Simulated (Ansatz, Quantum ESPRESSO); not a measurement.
# Lattice dynamics of SrBe (Pm-3m) in two programs, part 2 of 4

How does SrBe (Pm-3m) vibrate, and is this structure a minimum?

Quantum ESPRESSO 7.5; DFT LDA, scalar-relativistic, plane waves, GBRV ultrasoft pseudopotentials.

So far. Step 2 (A probe with smearing): No gap opens on this mesh, so smearing is kept; the start stands at -4.9 GPa. Step 4 (Self-consistent run for the response): The cell stands at -0.018 GPa, close enough for phonons. The relaxed cell has a = 3.647 Å (conventional setting).

The structure was built from a prototype and need not be the compound's stable phase.

### Step 5. Linear response on the mesh

Linear response treats each wavevector in the unit cell, with no supercell; the 2×2×2 mesh fixes the range of the force constants to be had.

Contents of ph.in:

```
phonons
&inputph
   prefix = 'x'
   outdir = './tmp'
   fildyn = 'x.dyn'
   tr2_ph = 1.0d-18
   alpha_mix(1) = 0.4
   nmix_ph = 8
   ldisp = .true.
   nq1 = 2
   nq2 = 2
   nq3 = 2
/
```

The run is started by

```
$ OMP_NUM_THREADS=1 mpirun -n 4 ph.x -nk 4 -in ph.in > ph.out
```

Output:

```text
[banners, grids, parts of the stress and lines that vanish by symmetry left out]
[banner, memory and clock lines left out]
Program PHONON v.7.5

     ./tmp/x.save/

     IMPORTANT: XC functional enforced from input :
     Exchange-correlation= PZ
                           (   1   1   0   0   0   0   0)
     Any further DFT definition will be discarded
     Please, verify this is what you really want

     G-vector sticks info

     Check: negative core charge=   -0.000001

     negative rho (up, down):  6.712E-02 0.000E+00
     Reading collected, re-writing distributed wavefunctions in ./tmp/

     Dynamical matrices for ( 2, 2, 2)  uniform grid of q-points
     (   4 q-points):
       N         xq(1)         xq(2)         xq(3)
       1   0.000000000   0.000000000   0.000000000
       2   0.000000000   0.000000000  -0.500000000
       3   0.000000000  -0.500000000  -0.500000000
       4  -0.500000000  -0.500000000  -0.500000000

     Number and degeneracy of irreps per q-point
       N         xq(1)         xq(2)         xq(3)   N irreps
       1   0.000000000   0.000000000   0.000000000       2
        3   3
       2   0.000000000   0.000000000  -0.500000000       4
        1   2   1   2
       3   0.000000000  -0.500000000  -0.500000000       4
        1   1   2   2
       4  -0.500000000  -0.500000000  -0.500000000       2
        3   3

     Calculation of q =    0.0000000   0.0000000   0.0000000

     phonons

     bravais-lattice index     =            1
     lattice parameter (alat)  =       6.8912  a.u.
     unit-cell volume          =     327.2506 (a.u.)^3
     number of atoms/cell      =            2
     number of atomic types    =            2
     kinetic-energy cut-off    =      45.0000  Ry
     charge density cut-off    =     270.0000  Ry
     convergence threshold     =      1.0E-18
     beta                      =       0.4000
     number of iterations used =            8
     Exchange-correlation= PZ
                           (   1   1   0   0   0   0   0)

     celldm(1)=    6.89118  celldm(2)=    0.00000  celldm(3)=    0.00000
     celldm(4)=    0.00000  celldm(5)=    0.00000  celldm(6)=    0.00000

     crystal axes: (cart. coord. in units of alat)
               a(1) = (  1.0000  0.0000  0.0000 )
               a(2) = (  0.0000  1.0000  0.0000 )
               a(3) = (  0.0000  0.0000  1.0000 )

     reciprocal axes: (cart. coord. in units 2 pi/alat)
               b(1) = (  1.0000  0.0000  0.0000 )
               b(2) = (  0.0000  1.0000  0.0000 )
               b(3) = (  0.0000  0.0000  1.0000 )

     Atoms inside the unit cell:

     Cartesian axes

     site n.  atom      mass           positions (alat units)
        1  Be      9.0122   tau(    1) = (    0.00000    0.00000    0.00000  )
        2  Sr     87.6200   tau(    2) = (    0.50000    0.50000    0.50000  )

     Computing dynamical matrix for
                    q = (   0.0000000   0.0000000   0.0000000 )

     49 Sym.Ops. (with q -> -q+G )

     G cutoff =  324.7813  (  24405 G-vectors)     FFT grid: ( 40, 40, 40)
     G cutoff =  216.5209  (  13301 G-vectors)  smooth grid: ( 30, 30, 30)

     number of k points=    35  Gaussian smearing, width (Ry)=  0.0200

     PseudoPot. # 1 for Be read from file:
     ./pseudo/Be.upf
     Pseudo is Ultrasoft, Zval =  4.0
     Using radial grid of  769 points,  6 beta functions with:
                l(1) =   0
                l(2) =   0
                l(3) =   0
                l(4) =   1
                l(5) =   1
                l(6) =   2
     Q(r) pseudized with 10 coefficients,  rinner =    1.000   1.000   1.000
                                                       1.000   1.000

     PseudoPot. # 2 for Sr read from file:
     ./pseudo/Sr.upf
     Pseudo is Ultrasoft + core correction, Zval = 10.0
     Using radial grid of  883 points,  6 beta functions with:
                l(1) =   0
                l(2) =   0
                l(3) =   1
                l(4) =   1
                l(5) =   2
                l(6) =   2
     Q(r) pseudized with  6 coefficients,  rinner =    1.400   1.400   1.400
                                                       1.400   1.400

     Mode symmetry, O_h (m-3m)  point group:

     Atomic displacements:
     There are    2 irreducible representations

     Representation     1      3 modes -  To be done

     Representation     2      3 modes -  To be done

     Alpha used in Ewald sum =   2.7000

     negative rho (up, down):  6.712E-02 0.000E+00

     Representation #   1 modes #   1   2   3

     Self-consistent Calculation
      iter #   1   av.it.:   7.0
      thresh= 1.000E-02 alpha_mix =  0.400 |ddv_scf|^2 =  6.792E-07
      iter #   2   av.it.:  12.1
      thresh= 8.241E-05 alpha_mix =  0.400 |ddv_scf|^2 =  3.805E-08
      iter #   3   av.it.:  12.3
      thresh= 1.951E-05 alpha_mix =  0.400 |ddv_scf|^2 =  1.956E-09
      iter #   4   av.it.:  13.3
      thresh= 4.422E-06 alpha_mix =  0.400 |ddv_scf|^2 =  1.824E-11
      iter #   5   av.it.:  13.6
      thresh= 4.270E-07 alpha_mix =  0.400 |ddv_scf|^2 =  4.961E-13
      iter #   6   av.it.:  13.3
      thresh= 7.043E-08 alpha_mix =  0.400 |ddv_scf|^2 =  9.059E-14
      iter #   7   av.it.:  14.0
      thresh= 3.010E-08 alpha_mix =  0.400 |ddv_scf|^2 =  6.844E-17
      iter #   8   av.it.:  13.3
      thresh= 8.273E-10 alpha_mix =  0.400 |ddv_scf|^2 =  9.511E-18
      iter #   9   av.it.:  13.5
      thresh= 3.084E-10 alpha_mix =  0.400 |ddv_scf|^2 =  2.834E-20

     End of self-consistent calculation

     Convergence has been achieved

     Representation #   2 modes #   4   5   6

     Self-consistent Calculation
      iter #   1   av.it.:   5.8
      thresh= 1.000E-02 alpha_mix =  0.400 |ddv_scf|^2 =  2.496E-07
      iter #   2   av.it.:  12.1
      thresh= 4.996E-05 alpha_mix =  0.400 |ddv_scf|^2 =  2.698E-08
      iter #   3   av.it.:  12.4
      thresh= 1.642E-05 alpha_mix =  0.400 |ddv_scf|^2 =  2.674E-09
      iter #   4   av.it.:  13.2
      thresh= 5.171E-06 alpha_mix =  0.400 |ddv_scf|^2 =  9.922E-11
      iter #   5   av.it.:  13.8
      thresh= 9.961E-07 alpha_mix =  0.400 |ddv_scf|^2 =  6.352E-13
[...]
End of self-consistent calculation

     Convergence has been achieved

     Number of q in the star =    1
     List of q in the star:
          1   0.000000000   0.000000000   0.000000000

     Diagonalizing the dynamical matrix

     q = (    0.000000000   0.000000000   0.000000000 )

 **************************************************************************
     freq (    1) =      -0.228989 [THz] =      -7.638235 [cm-1]
     freq (    2) =      -0.228989 [THz] =      -7.638235 [cm-1]
     freq (    3) =      -0.228989 [THz] =      -7.638235 [cm-1]
     freq (    4) =       9.121349 [THz] =     304.255452 [cm-1]
     freq (    5) =       9.121349 [THz] =     304.255452 [cm-1]
     freq (    6) =       9.121349 [THz] =     304.255452 [cm-1]
 **************************************************************************

     Mode symmetry, O_h (m-3m)  point group:

     freq (   1-   3) =         -7.6  [cm-1]   --> T_1u G_15  G_4- I
     freq (   4-   6) =        304.3  [cm-1]   --> T_1u G_15  G_4- I

     Calculation of q =    0.0000000   0.0000000  -0.5000000
     [... set-up and bands at k+q left out ...]

     Mode symmetry, D_4h(4/mmm) point group:

     Atomic displacements:
     There are    4 irreducible representations

     Representation     1      1 modes -  To be done

     Representation     2      2 modes -  To be done

     Representation     3      1 modes -  To be done

     Representation     4      2 modes -  To be done

     Message from routine init_vloc:
     Interpolation table for Vloc re-allocated

     Alpha used in Ewald sum =   2.7000

     negative rho (up, down):  6.712E-02 0.000E+00

     Representation #   1 mode #   1

     Self-consistent Calculation

[...]
End of self-consistent calculation

     Convergence has been achieved

     Representation #   2 modes #   2   3

     Self-consistent Calculation

[...]
End of self-consistent calculation

     Convergence has been achieved

     Representation #   3 mode #   4

     Self-consistent Calculation

[...]
End of self-consistent calculation

     Convergence has been achieved

     Representation #   4 modes #   5   6

     Self-consistent Calculation

[...]
End of self-consistent calculation

     Convergence has been achieved

     Number of q in the star =    3
     List of q in the star:
          1   0.000000000   0.000000000  -0.500000000
          2   0.000000000  -0.500000000   0.000000000
          3  -0.500000000   0.000000000   0.000000000

     Diagonalizing the dynamical matrix

     q = (    0.000000000   0.000000000  -0.500000000 )

 **************************************************************************
     freq (    1) =       2.826620 [THz] =      94.285886 [cm-1]
     freq (    2) =       2.826620 [THz] =      94.285886 [cm-1]
     freq (    3) =       3.788815 [THz] =     126.381251 [cm-1]
     freq (    4) =       4.565729 [THz] =     152.296314 [cm-1]
     freq (    5) =       9.123214 [THz] =     304.317658 [cm-1]
     freq (    6) =       9.123214 [THz] =     304.317658 [cm-1]
 **************************************************************************

     Mode symmetry, D_4h(4/mmm) point group:

     freq (   1-   2) =         94.3  [cm-1]   --> E_g  X_5  M_5
     freq (   3-   3) =        126.4  [cm-1]   --> A_1g X_1  M_1
     freq (   4-   4) =        152.3  [cm-1]   --> A_2u X_4' M_4'
     freq (   5-   6) =        304.3  [cm-1]   --> E_u  X_5' M_5'

     Calculation of q =    0.0000000  -0.5000000  -0.5000000
     [... set-up and bands at k+q left out ...]

     Mode symmetry, D_4h(4/mmm) point group:

     Atomic displacements:
     There are    4 irreducible representations

     Representation     1      1 modes -  To be done

     Representation     2      1 modes -  To be done

     Representation     3      2 modes -  To be done

     Representation     4      2 modes -  To be done

     Alpha used in Ewald sum =   2.7000

     negative rho (up, down):  6.712E-02 0.000E+00

     Representation #   1 mode #   1

     Self-consistent Calculation

[...]
End of self-consistent calculation

     Convergence has been achieved

     Representation #   2 mode #   2

     Self-consistent Calculation

[...]
End of self-consistent calculation

     Convergence has been achieved

     Representation #   3 modes #   3   4

     Self-consistent Calculation

[...]
End of self-consistent calculation

     Convergence has been achieved

     Representation #   4 modes #   5   6

     Self-consistent Calculation

[...]
End of self-consistent calculation

     Convergence has been achieved

     Number of q in the star =    3
     List of q in the star:
          1   0.000000000  -0.500000000  -0.500000000
          2  -0.500000000  -0.500000000   0.000000000
          3  -0.500000000   0.000000000  -0.500000000

     Diagonalizing the dynamical matrix

     q = (    0.000000000  -0.500000000  -0.500000000 )

 **************************************************************************
     freq (    1) =      -1.682145 [THz] =     -56.110321 [cm-1]
     freq (    2) =      -1.682145 [THz] =     -56.110321 [cm-1]
     freq (    3) =       2.503593 [THz] =      83.510885 [cm-1]
     freq (    4) =       4.992286 [THz] =     166.524736 [cm-1]
     freq (    5) =       4.992286 [THz] =     166.524736 [cm-1]
     freq (    6) =       9.487998 [THz] =     316.485555 [cm-1]
 **************************************************************************

     Mode symmetry, D_4h(4/mmm) point group:

     freq (   1-   2) =        -56.1  [cm-1]   --> E_u  X_5' M_5'
     freq (   3-   3) =         83.5  [cm-1]   --> B_1u X_2' M_2'
     freq (   4-   5) =        166.5  [cm-1]   --> E_u  X_5' M_5'
     freq (   6-   6) =        316.5  [cm-1]   --> A_2u X_4' M_4'

     Calculation of q =   -0.5000000  -0.5000000  -0.5000000
     [... set-up and bands at k+q left out ...]

     Mode symmetry, O_h (m-3m)  point group:

     Atomic displacements:
     There are    2 irreducible representations

     Representation     1      3 modes -  To be done

     Representation     2      3 modes -  To be done

     Alpha used in Ewald sum =   2.7000

     negative rho (up, down):  6.712E-02 0.000E+00

     Representation #   1 modes #   1   2   3

     Self-consistent Calculation

[...]
End of self-consistent calculation

     Convergence has been achieved

     Representation #   2 modes #   4   5   6

     Self-consistent Calculation

[...]
iter #   3   av.it.:  11.6
      thresh= 1.334E-05 alpha_mix =  0.400 |ddv_scf|^2 =  4.898E-09

      iter #   4   av.it.:  12.6
      thresh= 6.999E-06 alpha_mix =  0.400 |ddv_scf|^2 =  1.436E-11

      iter #   5   av.it.:  13.1
      thresh= 3.790E-07 alpha_mix =  0.400 |ddv_scf|^2 =  2.292E-13

      iter #   6   av.it.:  12.6
      thresh= 4.788E-08 alpha_mix =  0.400 |ddv_scf|^2 =  3.009E-14

      iter #   7   av.it.:  13.3
      thresh= 1.735E-08 alpha_mix =  0.400 |ddv_scf|^2 =  3.758E-17

      iter #   8   av.it.:  13.1
      thresh= 6.130E-10 alpha_mix =  0.400 |ddv_scf|^2 =  7.079E-18

      iter #   9   av.it.:  13.5
      thresh= 2.661E-10 alpha_mix =  0.400 |ddv_scf|^2 =  1.297E-20

     End of self-consistent calculation

     Convergence has been achieved

     Number of q in the star =    1
     List of q in the star:
          1  -0.500000000  -0.500000000  -0.500000000

     Diagonalizing the dynamical matrix

     q = (   -0.500000000  -0.500000000  -0.500000000 )

 **************************************************************************
     freq (    1) =       3.321587 [THz] =     110.796210 [cm-1]
     freq (    2) =       3.321587 [THz] =     110.796210 [cm-1]
     freq (    3) =       3.321587 [THz] =     110.796210 [cm-1]
     freq (    4) =       4.063924 [THz] =     135.557901 [cm-1]
     freq (    5) =       4.063924 [THz] =     135.557901 [cm-1]
     freq (    6) =       4.063924 [THz] =     135.557901 [cm-1]
 **************************************************************************

     Mode symmetry, O_h (m-3m)  point group:

     freq (   1-   3) =        110.8  [cm-1]   --> T_1u G_15  G_4-
     freq (   4-   6) =        135.6  [cm-1]   --> T_2g G_25' G_5+


[key lines of the parts left out:]
the Fermi energy is     6.8404 ev
```

Wall time 4.8 min (4 MPI ranks of Arm Neoverse V1, shared host); 19 min of CPU time.

This step gave:

| Item | Value |
| --- | --- |
| largest acoustic frequency at the zone centre before the sum rule | -7.64 cm⁻¹ |
| highest optical zone-centre mode (no LO-TO term) | 304.3 cm⁻¹ |
| lowest optical zone-centre mode | 304.3 cm⁻¹ |
| lowest mode on the q mesh (acoustic ones at the zone centre apart) | -56.11 cm⁻¹ |

Frequencies (cm⁻¹) at each irreducible wavevector; negative means imaginary. Frequencies by wavevector:

```csv
q (fractions),star,mode 1,mode 2,mode 3,mode 4,mode 5,mode 6
0 0 0,1,-7.64,-7.64,-7.64,304.3,304.3,304.3
0 0 -0.5,3,94.29,94.29,126.4,152.3,304.3,304.3
0 -0.5 -0.5,3,-56.11,-56.11,83.51,166.5,166.5,316.5
-0.5 -0.5 -0.5,1,110.8,110.8,110.8,135.6,135.6,135.6
```

The acoustic modes at Γ come out as far as 7.6 cm⁻¹ from zero, where they should vanish, a small numerical error.

### Step 6. Fourier transform to real space

The dynamical matrices of the mesh are Fourier-transformed to force constants in real space.

Contents of q2r.in:

```
&input
   fildyn = 'x.dyn'
   zasr = 'crystal'
   flfrc = 'x.fc'
/
```

The run is started by

```
$ q2r.x < q2r.in > q2r.out
```

Output:

```text
[banners, grids, parts of the stress and lines that vanish by symmetry left out]
[banner, memory and clock lines left out]
Program Q2R v.7.5

  reading grid info from file x.dyn0

  reading force constants from file x.dyn1
  Dielectric Tensor not found
  nqs=            1
 q=   0.00000000  0.00000000  0.00000000
  reading force constants from file x.dyn2
  nqs=            3
 q=   0.00000000  0.00000000 -0.50000000
[...]
reading force constants from file x.dyn3
  nqs=            3
[...]
q=  -0.50000000  0.00000000 -0.50000000
  reading force constants from file x.dyn4
  nqs=            1
 q=  -0.50000000 -0.50000000 -0.50000000

      q-space grid ok, #points =    8

      fft-check success (sum of imaginary terms < 10^-12)
```

It took 0.45 s on 1 thread.

(Continued in part 3 of 4.)

[Host names and launcher messages were left out of these logs when they were recorded.]

[Logs are printed without paths, hosts, clocks, repeated set-up lines and the standing remarks that a program may print on its own settings, such as how far it seeks lower states.]

[Hosts, paths, dates, database ids (printed as entryN), source tags and the programs' standing remarks are cut or masked in the printed files.]
